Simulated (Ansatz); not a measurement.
## Lattice dynamics of SbP (model cell, started as zinc blende)

Aim: the vibrations of SbP (model cell, started as zinc blende), their spectra, and whether the structure is stable.

Program: Ansatz 0.2.0. Level of theory: DFT LDA, scalar-relativistic, plane waves, PAW. Results are calculated unless marked as measured.

Most raw output is cut from this account.

The structure was built from a prototype and need not be the compound's stable phase.

**1. Set-up**

It takes space group F-43m (No. 216, cubic). Conventional cell: a = 5.970 Å, b = 5.970 Å, c = 5.970 Å, α = 90.00°, β = 90.00°, γ = 90.00°. Sb has 4 P at 2.58 Å nearest. Nearest to P lie 4 Sb at 2.58 Å. Farther neighbours are not listed.

**2. Bringing the structure to rest**

The cell and atoms are relaxed, since residual forces and stress would shift the frequencies.

input.yaml reads:

```yaml
crystal:
  lattice:
    - [0.0, 2.9849, 2.9849]
    - [2.9849, 0.0, 2.9849]
    - [2.9849, 2.9849, 0.0]
  atoms:
    - { symbol: Sb, position: [0.0, 0.0, 0.0] }
    - { symbol: P, position: [0.25, 0.25, 0.25] }
kpoints:
  mp_grid: { grid: [10, 10, 10] }
hamiltonian:
  xc: lda
scf:
  occupations: { method: gaussian, width: 0.1 }
output:
  forces: true
  stress: true
  eigenvalues: true
  write_density: true
  write_potential: true
  elf: true
  volumetric_format: npy
relax:
  adjacent_minimum: "off"
  f_tol: 0.005
  max_steps: 80
  cell: { stress_tol: 0.05 }
```

The run is started by

```console
ansatz run input.yaml --threads 4 --pin off --max-ram 7168MiB --backend cpu --events-out ev --progress --plain --runs-dir out
```

Run time: 4.6 s. Hardware: 4 threads of Arm Neoverse V2, shared host; peak memory 0.38 GiB; 17 s of CPU time.

Relaxation path:

```csv
step,energy less that of the first step (eV),largest force component (eV/Å),pressure (GPa),volume (Å³)
1,0.0000,0.0000,5.47,53.19
2,-0.0833,0.0000,-0.51,59.29
3,-0.0844,0.0000,-0.06,58.72
4,-0.0845,0.0000,0.00,58.64
5*,-0.0861,0.0000,0.02,58.64
```

Relaxation steps marked * repeat the geometry before them on a plane-wave basis chosen anew for their cell, so energy and pressure can jump there.

The run keeps the 24 symmetry operations that it works with, so distortions that break them were not tested.

```csv
"conventional cell, symmetrised",before,after,change
a (Å),5.970,6.167,+3.3 %
b (Å),5.970,6.167,+3.3 %
c (Å),5.970,6.167,+3.3 %
volume (Å³/atom),26.59,29.32,+10.3 %
```

The relaxed structure:

```
Sb P
1.0
     0.00000    3.08365    3.08365
     3.08365    0.00000    3.08365
     3.08365    3.08365    0.00000
Sb P
1 1
Direct
  0.00000 0.00000 0.00000
  0.25000 0.25000 0.25000
```

Numbers from this step:

```
pressure          : 0.01599 GPa
volume per atom   : 29.32 Å³
gap on the k-mesh : 0 eV
```

Valence density in the ac plane of a cell with a along [110], b along [-110] and c along [001] of the cube at fractional y = 0.000, with atoms of Sb and P within 0.2 Å of it. It is the smooth field of the valence electrons, not physical close to the nuclei.

Ten steps, logarithmic in the rise over the least value, from '_' (0 e/Å³) to '@' (18 e/Å³), each cell a mean:
```
@@##==::........::--++%%@@##==::........::--++%%
++==--::::::::::::::--++++==--::::::::::::::--++
::::::::----------::::::::::::::----------::::::
......::--::..::--::..........::--::..::--::....
____..::--::..--::..________..::--::..--::..____
______..::------::..__________..::------::..____
________..::::....______________..::::....______
__________....____________________....__________
________________________________________________
________________________________________________
________________________________________________
________________________________________________
....________________........________________....
----....__________..::------....__________..::--
##++--..________..::==####++--..________..::==##
@@##==::..______..--**@@@@##==::..______..--**@@
```
Columns run along a (8.7 Å), rows up along c (6.2 Å), edges of the conventional cell, whose origin can differ from the input's. Atoms in or near the plane, at fractional coordinates: Sb at (0.50, 0.00), Sb at (0.00, 0.00), P at (0.75, 0.75), P at (0.25, 0.75).

Electrostatic potential energy in the ac plane of a cell with a along [110], b along [-110] and c along [001] of the cube at fractional y = 0.000, with atoms of Sb and P within 0.2 Å of it. With pseudopotentials it is smooth inside the atoms' cores, unlike the true potential.

Values in eV, 9 rows by 16 columns, each cell a mean:
```
-21 -14   3   3   2   4  -8 -20 -21 -14   3   3   2   4  -8 -20
 -4   2  -3 -34 -40 -11   3  -2  -4   2  -3 -34 -40 -11   3  -2
  9   8  -5 -43 -47 -17   7   9   9   8  -5 -43 -47 -17   7   9
 11  10   7  -3  -6   4   9  11  11  10   7  -3  -6   4   9  11
 11  11  10   9   9  10  11  11  11  11  10   9   9  10  11  11
 11  11  11  10  10  11  11  11  11  11  11  10  10  11  11  11
  8   9  10  11  11  10   9   8   8   9  10  11  11  10   9   8
-10  -1   8  10  10   9   3  -8 -10  -1   8  10  10   9   3  -8
-21 -16   3   9  10   6 -11 -21 -21 -16   3   9  10   6 -11 -21
```
Columns run along a (8.7 Å; values clipped at the 3rd and 97th percentile), rows up along c (6.2 Å), edges of the conventional cell, whose origin can differ from the input's. Atoms in or near the plane, at fractional coordinates: Sb at (0.50, 0.00), Sb at (0.00, 0.00), P at (0.75, 0.75), P at (0.25, 0.75).

ELF in the ac plane of a cell with a along [110], b along [-110] and c along [001] of the cube at fractional y = 0.000, with atoms of Sb and P within 0.2 Å of it. It is the smooth field of the valence electrons, not physical close to the nuclei.

Ten even steps from '0' (0.00) to '9' (0.83), each cell a mean:
```
014556665420014556665420
235789997543235789997543
446897599754446897599754
446981059744446981059744
125882159732125882159732
014798898520014798898520
002478876310002478876310
000234442100000234442100
000011111000000011111000
000000000000000000000000
100000000000100000000000
221100000122221100000122
444210001344444210001344
445420013544445420013544
124531124531124531124531
014442234420014442234420
```
Columns run along a (8.7 Å), rows up along c (6.2 Å), edges of the conventional cell, whose origin can differ from the input's. Atoms in or near the plane, at fractional coordinates: Sb at (0.50, 0.00), Sb at (0.00, 0.00), P at (0.75, 0.75), P at (0.25, 0.75).

In this step the volume went from 26.59 to 29.32 Å³/atom.

**3. Bringing the structure to rest**

The relaxation is repeated from its end on the same settings, as a check that it has come to rest.

Changes to input.yaml since step 2:

```diff
@@ -2,5 +2,5 @@
   lattice:
-    - [0.0, 2.9849, 2.9849]
-    - [2.9849, 0.0, 2.9849]
-    - [2.9849, 2.9849, 0.0]
+    - [0.0, 3.0836538304, 3.0836538304]
+    - [3.0836538304, 0.0, 3.0836538304]
+    - [3.0836538304, 3.0836538304, 0.0]
   atoms:
```

It took 2.1 s on 4 threads; peak memory 0.38 GiB.

Little changed from the start: no atom moved by 0.005 Å and no cell edge by 0.1 %.

In this step the volume went from 29.32 to 29.32 Å³/atom.

**4. Relaxing to small forces for the phonons**

Phonons need a cell at rest on their own settings, so the relaxation is repeated with tight tolerances on forces and stress on the k mesh and occupations of the first response run.

input.yaml, the sections that differ from step 3:

```yaml
kpoints:
  mp_grid: { grid: [12, 12, 12] }
scf:
  occupations: { method: methfessel_paxton, width: 0.15 }
output:
  forces: true
  stress: true
  eigenvalues: true
relax:
  adjacent_minimum: "off"
  f_tol: 0.001
  max_steps: 60
  cell: { stress_tol: 0.01 }
# crystal, hamiltonian: as in step 3
```

Wall time 5.4 s (4 threads); peak memory 0.41 GiB.

The steps of the relaxation:

```csv
step,energy less that of the first step (eV),largest force component (eV/Å),pressure (GPa),volume (Å³)
1,0.0000,0.0000,-0.22,58.64
2,-0.0003,0.0000,0.07,58.28
3,-0.0003,0.0000,0.00,58.37
4*,-0.0002,0.0000,0.00,58.37
```

Relaxation steps marked * repeat the geometry before them on a plane-wave basis chosen anew for their cell, so energy and pressure can jump there.

Forces are held to the 24 operations that the run works with; a distortion that breaks them can't arise in this run.

```csv
"conventional cell, symmetrised",before,after,change
a (Å),6.167,6.158,-0.2 %
b (Å),6.167,6.158,-0.2 %
c (Å),6.167,6.158,-0.2 %
volume (Å³/atom),29.32,29.18,-0.5 %
```

Final coordinates:

```cif
data_structure
_symmetry_space_group_name_H-M 'P 1'
_symmetry_Int_Tables_number 1
_cell_length_a 4.3540
_cell_length_b 4.3540
_cell_length_c 4.3540
_cell_angle_alpha 60.000
_cell_angle_beta 60.000
_cell_angle_gamma 60.000
_cell_volume 58.37
loop_
_atom_site_label
_atom_site_type_symbol
_atom_site_fract_x
_atom_site_fract_y
_atom_site_fract_z
_atom_site_occupancy
Sb1 Sb 0.00000 0.00000 0.00000 1
P2 P 0.25000 0.25000 0.25000 1
```

Numbers from this step:

```
pressure        : -8.54e-4 GPa
volume per atom : 29.18 Å³
```

The forces vanish by symmetry and the pressure is -0.001 GPa, within the tolerances set. The cell now holds 29.18 Å³/atom.

**5. Zone-centre response**

The zone centre comes first: it holds the modes that light can see, as far as symmetry allows. No field response is asked, since the mesh shows no gap.

input.yaml, the sections that differ from step 4:

```yaml
crystal:
  lattice:
    - [0.0, 3.0787780828, 3.0787780828]
    - [3.0787780828, 0.0, 3.0787780828]
    - [3.0787780828, 3.0787780828, 0.0]
  atoms:
    - { symbol: Sb, position: [0.0, 0.0, 0.0] }
    - { symbol: P, position: [0.25, 0.25, 0.25] }
output:
  eigenvalues: true
phonons:
  method: dfpt
# kpoints, hamiltonian, scf: as in step 4
# relax: removed
```

The job ended after 9.5 s (4 threads; peak memory 0.66 GiB; 35 s of CPU time).

Numbers from this step:

* sum-rule residual before enforcement: 3.14e-5 eV/Å²
* point group: -43m
* highest optical mode at the zone centre (no LO-TO term): 256.4 cm⁻¹
* lowest optical zone-centre mode: 256.4 cm⁻¹

Patterns of degenerate modes are one choice out of their space. The modes at Γ (shares of kinetic energy by element, %):

```csv
mode,frequency (cm⁻¹),symmetry,Sb %,P %
1,0.0,acoustic,80,20
2,0.0,acoustic,80,20
3,0.0,acoustic,80,20
4,256.4,T2,20,80
5,256.4,T2,20,80
6,256.4,T2,20,80
```

Displacements in mode 4 (256.4 cm⁻¹), the largest set to 1:
```
Sb1  0.00 -0.25  0.00
P2   0.00  1.00  0.00
```

Before it was imposed, the acoustic sum rule was missed by 3.1e-5 eV/Å². Small misses are needed for a sound result but don't prove that mesh and cutoff are converged. The lowest optical mode is real, 256 cm⁻¹.

**6. Phonons on a q mesh**

Stability and thermal properties need the whole zone. Linear response on a 4×4×4 q mesh gives force constants as far as a supercell of that size would.

Changes to input.yaml since step 5:

```diff
@@ -18 +18,8 @@
   method: dfpt
+  qmesh: [4, 4, 4]
+  temperatures: { t_max: 1000, t_step: 50 }
+  qpath:
+    path:
+      - [[0.0, 0.0, 0.0], [-0.5, -0.5, 0.0], [-0.375, -0.375, 0.25]]
+      - [[-0.375, 0.0, 0.375], [0.0, 0.0, 0.0], [0.0, 0.0, 0.5], [-0.5, -0.25, 0.25], [-0.5, -0.5, 0.0]]
+    npoints: 10
```

Elapsed: 3.6 min, on 4 threads; peak memory 3.1 GiB.

Numbers from this step:

- sum-rule residual before enforcement: 1.62e-5 eV/Å²
- lowest frequency on the path: -77.77 cm⁻¹
- highest frequency on the path or at a solved wavevector: 256.4 cm⁻¹
- lowest mode on the q mesh (acoustic modes at Γ apart): -77.08 cm⁻¹

Frequencies (cm⁻¹) solved at each irreducible wavevector; negative means imaginary. Frequencies by wavevector, by row:

```csv
q in reciprocal lattice units,star,mode 1,mode 2,mode 3,mode 4,mode 5,mode 6
0 0 0,1,0,0,0,256.4,256.4,256.4
0 0 0.25,8,-41.2,-41.2,50.1,203.2,208.4,208.4
0 0 -0.5,4,-26.9,-26.9,87.4,156.7,191.8,191.8
0 0.25 0.25,6,-67.3,-67.3,69.8,162.2,162.2,210.1
0 0.25 -0.5,24,-65,-46.4,98.8,149.2,164.6,187.2
0 0.25 -0.25,12,-77.1,-45,95.2,162.7,176.6,201.5
0 -0.5 -0.5,3,-54,-54,84.2,84.2,89.4,165.1
0.25 -0.5 -0.25,6,-55.8,-35.8,105.5,165.1,168.1,183.7
```

Interpolated from a 4×4×4 q mesh. Phonon branches along the path, in cm⁻¹:

```csv
point,branch 1,branch 2,branch 3,branch 4,branch 5,branch 6
Γ,0,0,0,256,256,256
halfway,-67,-67,70,162,162,210
X,-54,-54,84,84,89,165
halfway,-54,-41,88,100,125,173
U,-59,-22,100,130,168,189
jump to K,-59,-22,100,130,168,189
halfway,-69,-44,71,186,186,203
Γ,0,0,0,256,256,256
halfway,-41,-41,50,203,208,208
L,-27,-27,87,157,192,192
halfway,-63,-36,105,167,174,192
W,-56,-36,106,165,168,184
halfway,-55,-38,93,127,137,177
X,-54,-54,84,84,89,165
```

Tetrahedra on a 20×20×20 mesh, mean over bins of 5 cm-1. Interpolated from a 4×4×4 q mesh. Table of phonon density of states by wavenumber; read off at these points:

wavenumber (cm⁻¹), phonon density of states (1/cm⁻¹/cell) and a bar:
```
      -78     0.0143 ######
      -68     0.0459 #####################
      -62     0.0594 ###########################
      -58     0.0441 ####################
      -52     0.0301 ##############
      -42     0.0414 ###################
      -38     0.0466 #####################
      -32     0.0280 #############
      -22     0.0033 #
      -12     0.0010 
       -8     0.0004 
        2     0.0000 
       12     0.0001 
       22     0.0003 
       32     0.0008 
       42     0.0021 #
       48     0.0033 #
       58     0.0059 ###
       68     0.0078 ####
       78     0.0105 #####
       88     0.0220 ##########
       92     0.0242 ###########
      102     0.0461 #####################
      112     0.0038 ##
      122     0.0057 ###
      132     0.0084 ####
      138     0.0101 #####
      148     0.0159 #######
      158     0.0343 ###############
      168     0.0493 ######################
      172     0.0604 ###########################
      178     0.0535 ########################
      188     0.0501 #######################
      192     0.0667 ##############################
      202     0.0172 ########
      212     0.0084 ####
      222     0.0059 ###
      232     0.0042 ##
      238     0.0034 ##
      248     0.0020 #
      258     0.0000
```

The partial phonon density of states has structure finer than the step of the table below, so its rows give means over 10 cm⁻¹, whole bins alone (the curve runs from -88.2 to 274 cm⁻¹). Peaks (cm⁻¹: height): P -63.1: 0.0183, 173.9: 0.0485, 192.1: 0.0521; Sb -63.1: 0.0383, -35.7: 0.0314, 103.2: 0.0406, 173.9: 0.0149.

Phonopy on the run's constants, 15x15x15 mesh, Gaussian sigma 2.6 cm-1. Interpolated from a 4×4×4 q mesh. The partial phonon density of states by wavenumber; means over each step; values in 1/cm⁻¹/cell:

```csv
wavenumber (cm⁻¹),P,Sb
-80,0.00365,0.00617
-70,0.0137,0.0263
-60,0.0154,0.0328
-50,0.0102,0.0258
-40,0.0105,0.0304
-30,0.00508,0.0154
-20,8.3e-4,0.00276
-10,1.8e-4,6.8e-4
0,2.0e-5,8.4e-5
10,2.8e-6,1.1e-5
20,6.6e-5,2.5e-4
30,1.3e-4,5.2e-4
40,3.6e-4,0.00139
50,8.6e-4,0.00326
60,0.00133,0.00521
70,0.00148,0.00675
80,0.00175,0.0106
90,0.00210,0.0209
100,0.00228,0.0332
110,0.00188,0.0119
120,0.00321,0.00215
130,0.00506,0.00281
140,0.00806,0.00408
150,0.0120,0.00516
160,0.0271,0.0104
170,0.0400,0.0125
180,0.0401,0.00938
190,0.0468,0.00826
200,0.0256,0.00530
210,0.00728,0.00200
220,0.00567,0.00156
230,0.00348,9.2e-4
240,0.00242,6.4e-4
250,0.00137,3.5e-4
260,1.4e-4,3.5e-5
```

Second derivatives of the energy by pair, one row for each kind of neighbour of each atom listed. Each entry sums the pair over the periodic images of the supercell that the q mesh stands for, and in a polar crystal it holds the long-range dipole part too. Force constants by pair, by row:

```csv
atom,neighbour,distance (Å),third of the trace (eV/Å²),along the pair's line (eV/Å²)
Sb1,itself,0,3.508,–
Sb1,P,2.666,-1.042,-2.515
Sb1,Sb,4.354,0.1378,-0.1442
Sb1,P,5.106,-0.0787,-0.1579
Sb1,Sb,6.158,-0.0533,-0.0481
Sb1,P,6.71,-0.0296,0.0527
P2,itself,0,2.782,–
P2,Sb,2.666,-1.042,-2.515
P2,P,4.354,0.1457,-0.0108
P2,Sb,5.106,-0.0787,-0.1579
P2,P,6.158,-0.0514,-0.0406
P2,Sb,6.71,-0.0296,0.0527
```

Symmetry leaves 8 wavevectors to solve. The lowest mode among them, the acoustic zeros apart, lies at q = (0, 0.25, -0.25) and is imaginary, 77.1i cm⁻¹, so the energy falls along it.

**7. Isotope substitution**

An isotope changes the mass and not the force constants, so no new electronic calculation is needed; the shifts show which modes move this element.

The same force constants with the mass of Sb changed from 121.760 to 122.904 u (phonopy, no LO-TO term). Both lists are sorted by frequency; levels can cross, so a row need not hold one and the same mode. Modes under 3 cm⁻¹ are left out. Isotope shifts, by row:

```csv
q,rank,natural mass (cm⁻¹),changed mass (cm⁻¹)
0 0 0,4,256.4,256.2
0 0 0,5,256.4,256.2
0 0 0,6,256.4,256.2
0 0 0.25,1,-41.22,-41.07
0 0 0.25,2,-41.22,-41.07
0 0 0.25,3,50.13,49.95
0 0 0.25,4,203.2,202.9
0 0 0.25,5,208.4,208.2
0 0 0.25,6,208.4,208.2
0 0 -0.5,1,-26.87,-26.77
0 0 -0.5,2,-26.87,-26.77
0 0 -0.5,3,87.37,87.01
0 0 -0.5,4,156.7,156.6
0 0 -0.5,5,191.8,191.6
0 0 -0.5,6,191.8,191.6
0 0.25 0.25,1,-67.3,-67.1
0 0.25 0.25,2,-67.3,-67.1
0 0.25 0.25,3,69.85,69.58
0 0.25 0.25,4,162.2,162
0 0.25 0.25,5,162.2,162
0 0.25 0.25,6,210.1,210
```

A mode of this element alone would shift by -0.47 %. The highest zone-centre frequency without the field goes from 256.4 to 256.2 cm⁻¹ (-0.1 %). The product of the frequency ratios over all optical modes at Γ is 0.997; the product rule, (m/m′)^(3k/2) (M′/M)^(3/2) with k = 1 such atoms and M the mass of the cell, gives 0.997.

**8. Summary of results**

| Quantity | Value |
| --- | --- |
| space group after relaxation (within 0.01 Å) | F-43m |
| volume per atom | 29.2 Å³ |
| electronic character | no gap on this mesh |
| highest optical mode at the zone centre (no LO-TO term) | 256 cm⁻¹ |
| lowest optical zone-centre mode | 256 cm⁻¹ |
| lowest mode on the q mesh (acoustic modes at Γ apart) | -77.1 cm⁻¹ |
| highest frequency on the path or at a solved wavevector | 256 cm⁻¹ |
| imaginary modes on the 4×4×4 q mesh | yes |

In words: Modes are clearly imaginary (beyond 10i cm⁻¹) at 7 of the 8 irreducible wavevectors, most at q = (0, 0.25, -0.25) (77.1i cm⁻¹), so this structure is not a minimum of the energy. The optical modes at Γ form one degenerate level at 256 cm⁻¹. The highest mode in this list at Γ, 256.4 cm⁻¹, is mostly motion of P (80 % of the kinetic energy). Where the functional closes the gap at Γ, the partly filled states at that one point of a Γ-centred mesh soften the zone-centre modes by up to a few per cent. With no gap, or one that is small against the smearing, the frequencies hang on the k mesh and the smearing, most of all near Kohn anomalies. Spin-orbit coupling is left out, which can matter for the heavy elements here. A phonon run warned that its eigensolver left some bands unconverged in a pass. The starting cell was built on a prototype and not taken from a measurement, so the phase need not exist. These are harmonic frequencies at zero temperature: anharmonic shifts, linewidths and thermal expansion are left out.

[Logs are printed without paths, hosts, clocks, repeated set-up lines and the standing remarks that a program may print on its own settings, such as how far it seeks lower states.]

[Hosts, paths, dates, database ids (printed as entryN), source tags and the programs' standing remarks are cut or masked in the printed files.]
